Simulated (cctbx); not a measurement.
# Accept or mend?

Cell a = 20.9320 Å, b = 5.7180 Å, c = 14.7150 Å, α = 90.00°, β = 126.31°, γ = 90.00°; space group C2/c (no. 15). The compound is Gd3Re2Si4.

Simulated single-crystal data (cctbx): Mo Kα, λ = 0.71073 Å, to d = 0.75 Å, 70 % of the full sphere, strongest reflection 40000 counts, noise from counting, a 2 % proportional error and a noise floor of 2 counts (s.d.); no absorption, and some extinction, which the refinements don't model.

An anisotropic refinement with weights 1/σ² prints:

```text
Rint 0.018, 1740 unique reflections to 0.75 A
cycle     R1     wR2    GooF  max shift (A)
   1  0.0795  0.1992   8.005   0.00896
   3  0.0648  0.1626   6.532   0.00040
final R1 0.0648 wR2 0.1626 GooF 6.532  parameters 73  data/parameter 23.8
atom        x        y        z      Ueq    occ   su(xyz)  su(Uiso or U11)
Re1    0.02720  0.87713  0.42212   0.0070  1.000  0.00015  0.0005
Re2    0.26450  0.92243  0.78603   0.0084  1.000  0.00016  0.0005
Gd1    0.08252  0.61316  0.66030   0.0070  1.000  0.00020  0.0005
Gd2    0.11567  0.36087  0.45349   0.0088  1.000  0.00020  0.0006
Gd3    0.16154  0.87089  0.36189   0.0079  1.000  0.00019  0.0005
Si1    0.77485  0.38029  0.11222   0.0186  1.000  0.00142  0.0032
Si2    0.82354  0.22627  0.42651   0.0120  1.000  0.00129  0.0031
Si3    0.00000  0.64645  0.25000   0.0228  1.000  0.00221  0.0051
Si4    0.00000  0.11022  0.25000   0.0117  1.000  0.00170  0.0046
difference map: max 41.90 min -2.66 rms 1.24
Q1    0.1135  0.1098  0.6242    8   44.26  2.60 A from Re1
Q2    0.1577  0.1208  0.8591    8    5.33  0.08 A from Gd3
Q3    0.2354  0.4098  0.7058    8    4.87  0.14 A from Re2
Q4    0.0268  0.1160  0.9206    8    4.86  0.04 A from Re1
Q5    0.0815  0.3802  0.1566    8    4.27  0.06 A from Gd1
Q6    0.1209  0.3797  0.4570    8    3.51  0.14 A from Gd2
```

Q: Accept it or mend it, and why?

Mend it. The fault: an atom left out, Si at (0.1134, 0.1098, 0.6236). Against the right model at the same level, R1 goes from 0.0101 to 0.0648 and GooF from 0.95 to 6.53 and the top difference peak, 44.3 e/Å³, lies 2.60 Å from Re1. Q1 is the missing atom. With scattering power missing, scale and phases suffer, so peaks may also grow on the heavy atoms.

The compound is Gd3Re2Si4. The right model at the same level gives:

```text
Rint 0.018, 1740 unique reflections to 0.75 A
cycle     R1     wR2    GooF  max shift (A)
   1  0.0427  0.1129   4.549   0.01397
   3  0.0101  0.0235   0.947   0.00043
final R1 0.0101 wR2 0.0235 GooF 0.947  parameters 82  data/parameter 21.2
atom        x        y        z      Ueq    occ   su(xyz)  su(Uiso or U11)
Re1    0.02719  0.87717  0.42209   0.0079  1.000  0.00002  0.0001
Re2    0.26450  0.92238  0.78609   0.0095  1.000  0.00002  0.0001
Gd1    0.08251  0.61317  0.66021   0.0079  1.000  0.00003  0.0001
Gd2    0.11569  0.36097  0.45350   0.0100  1.000  0.00003  0.0001
Gd3    0.16150  0.87094  0.36189   0.0086  1.000  0.00003  0.0001
Si1    0.77488  0.38023  0.11157   0.0195  1.000  0.00020  0.0005
Si2    0.82343  0.22704  0.42626   0.0143  1.000  0.00020  0.0005
Si3    0.11337  0.11003  0.62353   0.0178  1.000  0.00020  0.0005
Si4    0.00000  0.64412  0.25000   0.0220  1.000  0.00030  0.0008
Si5    0.00000  0.11141  0.25000   0.0116  1.000  0.00024  0.0007
difference map: max 0.77 min -0.79 rms 0.21
Q1    0.0161  0.0005  0.1768    8    0.78  1.37 A from Re1
Q2    0.0000  0.3867  0.2500    4    0.75  1.47 A from Si4
Q3    0.1393  0.5074  0.3535    8    0.74  1.71 A from Si1
Q4    0.1359  0.1657  0.2801    8    0.71  1.90 A from Gd1
Q5    0.2021  0.1453  0.4031    8    0.71  1.49 A from Si1
Q6    0.1730  0.1471  0.7350    8    0.70  1.37 A from Si3
```

The model was made for the exercise: a known structure type with other elements put in, its volume estimated, not relaxed; displacement parameters are assumed.

[Middle refinement cycles are left out of these outputs.]

[Logs are printed without paths, hosts, clocks, repeated set-up lines and the standing remarks that a program may print on its own settings, such as how far it seeks lower states.]
